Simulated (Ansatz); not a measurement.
# HfCdO3 in P4/mbm, a phase reached by a soft mode: a soft mode frozen in, part 3 of 3

Wanted: the energy along a soft mode of HfCdO3 in P4/mbm, a phase reached by a soft mode and the structure at the end.

Ansatz 0.2.0; DFT PBEsol, scalar-relativistic, plane waves, PAW; PAW set soft_1.

So far. Step 5 (Energy along the mode, all amplitudes (two of the runs …): The lowest of the steps tried is at 0.32 Å, 6.02 meV/atom below the parent; the bottom of the well need not coincide with a step. Step 7 (The new phase in its own primitive cell): The largest force component left is 0.40 meV/Å and the pressure is 0.000 GPa, within the tolerances set. The cell now holds 12.71 Å³/atom.

The structure was built from a prototype and need not be the compound's stable phase.

## 8. Modes of the new phase

A relaxed structure may still be a saddle point, so its zone-centre modes are computed. The response to a homogeneous field gives the Born charges and the dielectric tensor.

input.yaml reads:

```yaml
crystal:
  lattice:
    - [3.9704487286, 0.0, 0.0]
    - [0.0, 3.991863248, 4.011165462]
    - [0.0, -3.991863248, 4.011165462]
  atoms:
    - { symbol: Cd, position: [0.0, 0.9794797579, 0.9794797579] }
    - { symbol: Cd, position: [0.0, 0.52665598, 0.52665598] }
    - { symbol: Hf, position: [0.5, 0.4941849206, 0.0034431022] }
    - { symbol: Hf, position: [0.5, 0.0034431022, 0.4941849206] }
    - { symbol: O, position: [0.5, 0.66132795, 0.3193478859] }
    - { symbol: O, position: [0.5, 0.3193478859, 0.66132795] }
    - { symbol: O, position: [0.5, 0.8300078019, 0.8300078019] }
    - { symbol: O, position: [0.5, 0.166418967, 0.166418967] }
    - { symbol: O, position: [0.0, 0.5053987446, 0.9436673038] }
    - { symbol: O, position: [0.0, 0.9436673038, 0.5053987446] }
kpoints:
  mp_grid: { grid: [6, 4, 4] }
hamiltonian:
  xc: pbesol
  pseudopotentials: { kind: paw, azcp: { folder: soft_1 }, xc_functional: pbe }
scf:
  occupations: { method: fixed }
output:
  eigenvalues: true
phonons:
  method: dfpt
  dielectric: true
  rigid_motions: translations
```

Command:

```sh
ansatz run input.yaml --threads 4 --pin off --max-ram 16384MiB --backend cpu --events-out ev --progress --plain --runs-dir out
```

Numbers of over 12 decimals in the logs are rounded to 6 here.

The log of the run:

```text
[...]
Crystal: 10 atoms, lattice volume = 127.150 Å³
Basis set: ecut = 420 eV, 2481 PW (Γ), exchange–correlation on 54×80×80 points (8 copies of the dense FFT grid, shifted against one another)
Bands: 77, of which v1, the nominal top of the filled ones, is band 64 counted from 1 (63 counted from 0)
Symmetry: 4 space group operations
k-points: 52 of 96 (irreducible under 1 space group operation, time reversal used)
[...]
SCF iter   1: F=—  HF=-50942.998254 eV  |F-HF|=—  |Δ(HF+E_count)|=         —  Δρ=9.42e-2  dr2=1.02e1  ethr=3.10e-3  ⟨swp⟩=4.0  Hψ=11173  notcnv=0  defer=335
[...]
SCF iter  16: F=-50939.929002 eV  HF=-50939.929002 eV  |F-HF|=5.82e-11  |Δ(HF+E_count)|=  1.53e-10  Δρ=2.90e-7  dr2=9.82e-11  ethr=1.00e-12  ⟨swp⟩=13.0  Hψ=24399  notcnv=0
SCF 1 converged in 16 iterations: F = -50939.929002 eV  dr2 = 9.82e-11
[...]
NSCF: frozen V_eff on 2 k-points
[...]
Bands: 65, of which v1, the nominal top of the filled ones, is band 64 counted from 1 (63 counted from 0)
k-points: 120 of 768 (time reversal used)
[...]
Eigensolver: Dense (120 Hₖ)
SCF iter   1: F=—  HF=-50939.785434 eV  |F-HF|=—  |Δ(HF+E_count)|=         —  Δρ=4.83e-4  dr2=5.50e-5  ethr=1.00e-1
[...]
SCF iter   5: F=-50939.785453 eV  HF=-50939.785453 eV  |F-HF|=5.68e-9  |Δ(HF+E_count)|=   1.46e-8  Δρ=6.42e-6  dr2=3.99e-8  ethr=1.91e-10
SCF 1 converged in 5 iterations: F = -50939.785453 eV  dr2 = 3.99e-8
[...]
SCF converged after 16 iterations
Free energy (F): -50939.929002 eV
[...]
Internal energy: -50939.929002 eV  (E = F + TS)
E sigma→0 (E₀):  -50939.929002 eV
Fermi energy:    11.750691 eV
[...]
--- Band table (eV; the first three rows and the last of 52) ---
  k-point 0: bands = [... 60 lower, 10.9505, 11.1144, 11.4941, 11.5251, 12.9912, 15.7700, 16.2807, 16.6663, ... 9 higher]
  k-point 1: bands = [... 60 lower, 10.9935, 11.0893, 11.2055, 11.4047, 13.6697, 15.6796, 16.4745, 16.8421, ... 9 higher]
  k-point 2: bands = [... 60 lower, 11.0066, 11.2051, 11.3044, 11.3722, 14.7448, 14.9379, 16.8701, 16.9694, ... 9 higher]
  k-point 51: bands = [... 60 lower, 10.6526, 10.8062, 11.2480, 11.4672, 16.2951, 16.6187, 17.5391, 17.6054, ... 9 higher]
[...]
ASR residual: 2.921e-4 → 0.000e0 eV/Å²; symmetrization residual: 1.730e-5 eV/Å²
[...]
ε∞ (high-frequency dielectric tensor):
        5.915082     0.000000     0.000000
        0.000000     5.462593     0.000000
        0.000000     0.000000     5.463342
[...]
Born effective charges Z* (e; rows j = field, columns β = displacement):
    site 0:
         2.98713    0.00000   -0.00000
         0.00000    2.23455   -0.00000
        -0.00000    0.00000    2.76110
    site 1:
         2.92417    0.00000   -0.00000
         0.00000    2.71398   -0.00000
        -0.00000    0.00000    2.16470
    site 2:
         5.62680    0.00000   -0.00000
         0.00000    5.50852    0.06056
        -0.00000    0.01117    5.49776
    site 3:
         5.62680    0.00000   -0.00000
         0.00000    5.50852   -0.06056
        -0.00000   -0.01117    5.49776
    site 4:
        -1.91486   -0.00000    0.00000
         0.00000   -2.01424    0.25519
        -0.00000    0.20233   -4.09133
    site 5:
        -1.91486    0.00000    0.00000
         0.00000   -2.01424   -0.25519
        -0.00000   -0.20233   -4.09133
    site 6:
        -2.16603    0.00000   -0.00000
         0.00000   -3.86143   -0.00000
        -0.00000    0.00000   -2.00484
    site 7:
        -1.70857    0.00000   -0.00000
         0.00000   -4.30441   -0.00000
        -0.00000    0.00000   -2.05340
    site 8:
        -4.73029    0.00000    0.00000
         0.00000   -1.88562   -0.13902
         0.00000    0.12819   -1.84021
    site 9:
        -4.73029   -0.00000   -0.00000
         0.00000   -1.88562    0.13902
         0.00000   -0.12819   -1.84021
  Z* charge neutrality: 2.526e-2 e pre-enforcement
[...]
optical modes at Γ without the LO–TO term, one row a degenerate level:
      ω (cm⁻¹)  modes    IR ((D/Å)²/amu)
        -78.47      1            10.4955
         48.07      1             3.2487
         82.05      1             0.0832
         87.95      1             0.9159
         93.95      1             6.4880
         97.11      1             3.9523
        104.94      1             0.0000
[...]
optical modes at Γ + LO–TO along q̂ = [1.0000, 0.0000, 0.0000]:
      ω (cm⁻¹)  modes    IR ((D/Å)²/amu)
[...]
optical modes at Γ + LO–TO along q̂ = [0.0000, 1.0000, 0.0000]:
      ω (cm⁻¹)  modes    IR ((D/Å)²/amu)
[...]
optical modes at Γ + LO–TO along q̂ = [0.0000, 0.0000, 1.0000]:
      ω (cm⁻¹)  modes    IR ((D/Å)²/amu)
[...]
268.25      1             0.8023
        307.27      1            17.2031
        307.44      1             4.2806
        371.05      1             1.1763
        395.94      1            12.1027
        460.46      1             0.8728
        497.70      1            24.9667
        575.73      1             1.1747
        635.91      1             0.0000
        642.82      1            49.3020
        652.26      1            64.8054
        723.61      1             1.9557
```

Run time: 10 min. Hardware: 4 threads of Arm Neoverse V1, shared host; peak memory 2.8 GiB; 41 min of CPU time.

Numbers from this step:

- sum-rule residual before enforcement: 2.92e-4 eV/Å²
- miss of the charge sum rule: 0.02526 e
- estimated error of the dielectric tensor: 0.02158
- estimated error of the Born charges: 0.1528 e
- point group: mm2
- highest optical mode at the zone centre (no LO-TO term): 723.6 cm⁻¹
- lowest optical zone-centre mode: -78.47 cm⁻¹
- mean high-frequency dielectric constant: 5.614
- largest Born charge (third of the trace): 5.544 e
- top of the zone-centre spectrum with the field: 775.6 cm⁻¹

Patterns of degenerate modes are one choice out of their space. The modes at Γ (shares of kinetic energy by element, %) (negative means imaginary):

```csv
mode,frequency (cm⁻¹),symmetry,Cd %,Hf %,O %
1,-78.5,B2,44,1,55
2,0.0,acoustic,33,53,14
3,0.0,acoustic,33,53,14
4,0.0,acoustic,33,53,14
5,48.1,A1,77,10,13
6,82.0,B1,96,0,4
7,88.0,B2,38,24,38
8,94.0,A1,59,19,22
9,97.1,B1,39,12,49
10,104.9,A2,0,96,4
11,111.5,B2,51,39,11
12,127.7,B1,27,19,54
13,140.3,A1,13,55,32
14,185.1,B2,34,45,21
15,209.7,A2,0,0,100
16,217.6,A1,14,30,56
17,219.0,B2,1,25,74
18,234.7,A1,0,21,79
19,236.2,B1,1,11,88
20,293.8,A1,3,10,87
21,307.3,B1,4,2,94
22,307.4,B2,1,10,90
23,373.7,A1,0,0,99
24,457.1,A1,0,0,100
25,497.7,B2,0,1,98
26,530.5,A1,0,2,98
27,575.7,B2,0,1,99
28,635.9,A2,0,4,96
29,642.8,B1,0,3,97
30,723.6,B2,0,0,100
```

Displacements in mode 1 (-78.5 cm⁻¹), the largest set to 1:
```
Cd1  0.00  0.63  0.00
Cd2  0.00 -0.19  0.00
Hf3  0.00 -0.02  0.06
Hf4  0.00 -0.02 -0.06
O5   0.00  0.03  0.09
O6   0.00  0.03 -0.09
O7   0.00 -0.41  0.00
O8   0.00 -0.24  0.00
O9   0.00 -1.00 -0.91
O10  0.00 -1.00  0.91
```

Displacements in mode 12 (127.7 cm⁻¹), the largest set to 1:
```
Cd1  0.19  0.00  0.00
Cd2  0.22  0.00  0.00
Hf3 -0.14  0.00  0.00
Hf4 -0.14  0.00  0.00
O5  -0.28  0.00  0.00
O6  -0.28  0.00  0.00
O7  -0.07  0.00  0.00
O8   1.00  0.00  0.00
O9  -0.10  0.00  0.00
O10 -0.10  0.00  0.00
```

Optical modes at the zone centre, without and with the macroscopic field of the longitudinal modes; each column is sorted by frequency, so a row need not hold one and the same mode. Modes with and without the field, by row:

```csv
rank among optical modes,no field (cm⁻¹),"q along (1, 0, 0) (cm⁻¹)","q along (0, 1, 0) (cm⁻¹)","q along (0, 0, 1) (cm⁻¹)"
1,-78.5,-78.5,28.7,-78.5
2,48.1,48.1,48.1,59.3
3,82,82.2,82,82
4,88,88,93.6,88
5,94,94,94,97.1
6,97.1,104.9,97.1,104.9
7,104.9,111.5,104.9,111.5
8,111.5,111.6,111.5,111.9
9,127.7,127.8,127.7,127.7
10,140.3,140.3,140.3,158.6
11,185.1,185.1,196.2,185.1
12,209.7,209.7,209.7,209.7
13,217.6,217.6,217.6,219
14,219,219,234.7,226.8
15,234.7,234.7,236.2,236.2
16,236.2,275.4,293.7,268.2
17,293.8,293.8,293.8,307.3
18,307.3,307.4,307.3,307.4
19,307.4,373.7,372.5,371.1
20,373.7,400.6,373.7,395.9
21,457.1,457.1,457.1,460.5
22,497.7,497.7,530.5,497.7
23,530.5,530.5,569.8,575.7
24,575.7,575.7,626.6,635.9
25,635.9,635.9,635.9,642.8
26,642.8,723.6,642.8,652.3
27,723.6,775.6,734,723.6
```

Born charge (rows field, columns displacement) (e), principal values of the symmetric part by kind of site:

```csv
atom,atoms with these values,low,middle,high,mean
Cd1,1,2.23,2.76,2.99,2.66
Cd2,1,2.16,2.71,2.92,2.60
Hf3,2,5.47,5.54,5.63,5.54
O5,2,-4.12,-1.99,-1.91,-2.67
O7,1,-3.86,-2.17,-2.00,-2.68
O8,1,-4.30,-2.05,-1.71,-2.69
O9,2,-4.73,-1.89,-1.84,-2.82
```

In full for O9:

```
-4.73  0.00  0.00
 0.00 -1.89 -0.14
 0.00  0.13 -1.84
```

High-frequency dielectric tensor:

```
5.92 0.00 0.00
0.00 5.46 0.00
0.00 0.00 5.46
```

Transverse modes; imaginary modes are left out. Lines of the infrared spectrum (strongest = 100):

```csv
position (cm⁻¹),lines merged,relative intensity
48,1,6.6
82,1,0.2
88,1,1.9
94,1,13
97,1,8.0
105,1,0.0
112,1,0.0
128,1,0.0
140,1,12
185,1,25
210,1,0.0
218,1,27
219,1,50
235,1,21
236,1,55
294,1,28
307,2,44
374,1,0.6
457,1,2.2
498,1,51
530,1,52
576,1,2.4
636,1,0.0
643,1,100
724,1,4.0
```

Before it was imposed, the acoustic sum rule was missed by 2.9e-4 eV/Å² and the charge sum rule by 0.025 e. Small misses are needed for a sound result but don't prove that mesh and cutoff are converged. The lowest optical mode is imaginary, 78.5i cm⁻¹, so the energy falls along it.

The log warns of the k mesh: “the force constants stand on the 6×4×4 k-mesh, whose period is 11.34 times the interband length at k = (0.0000, 0.0000, 0.0000), direct gap 1.466 eV, under 14: take them and everything formed from them as unconverged”.

## 9. The phases reached

The phases reached along the modes that were followed are set side by side.

Energies are those of the first relaxation, on the mesh of the frozen mode; space group, volume and gap are those of the last relaxation. Phases, by row:

```csv
mode frozen in,space group,energy from parent (meV/atom),volume (Å³/atom),gap on mesh (eV),lowest zone-centre optical mode (cm⁻¹),largest shift (Å)
parent,P4/mbm,0,12.66,1.051,–,–
"q = (0, 0, 0), 146i cm⁻¹",Pmc2_1,-20.24,12.72,1.365,64.9,0.363
"q = (0, 0, 0), 146i cm⁻¹",Amm2,-12.18,12.71,1.24,-78.5,0.287
```

## 10. Summary of results

```json
{
  "unstable mode of the parent": "q = (0, 0, 0), 146i cm⁻¹",
  "depth at the lowest point sampled": "6.02 meV/atom",
  "largest atomic shift at that point": "0.32 Å",
  "space group reached (within 0.01 Å)": "Amm2",
  "energy gained over the parent (first relaxation, on the mesh of the frozen mode)": "12.2 meV/atom",
  "volume per atom, phase reached": "12.7 Å³",
  "gap on the k-mesh, phase reached": "1.24 eV",
  "lowest optical zone-centre mode, phase reached": "-78.5 cm⁻¹",
  "highest optical mode at the zone centre (no LO-TO term), phase reached": "724 cm⁻¹"
}
```

**Reading.** Along this mode the structure falls into Amm2, 12.2 meV/atom below the parent. At the parent's cell the well is 6.019 meV/atom deep on the steps tried, with its lowest point at a shift of 0.32 Å. Relaxing atoms and cell changes the gain by +6.17 meV/atom against the lowest step (energies at zero smearing). The new phase still has an imaginary mode at the zone centre of its cell, so it is a saddle point on the way to a lower structure. Of the 2 patterns followed to their end from this parent, this one ends 8.05 meV/atom above the lowest, Pmc2_1. Each path keeps the symmetry of its pattern, so a lower phase may lie along a pattern not tried. With the field response the log warns that the k mesh is coarse for the force constants too, so the frequencies may not be converged. Spin-orbit coupling is left out, which can matter for the heavy elements here. The PAW files were made for PBE and serve the other functionals too. The starting cell was built on a prototype and not taken from a measurement, so the phase need not exist.

[Logs are printed without paths, hosts, clocks, repeated set-up lines and the standing remarks that a program may print on its own settings, such as how far it seeks lower states.]

[Hosts, paths, dates, database ids (printed as entryN), source tags and the programs' standing remarks are cut or masked in the printed files.]
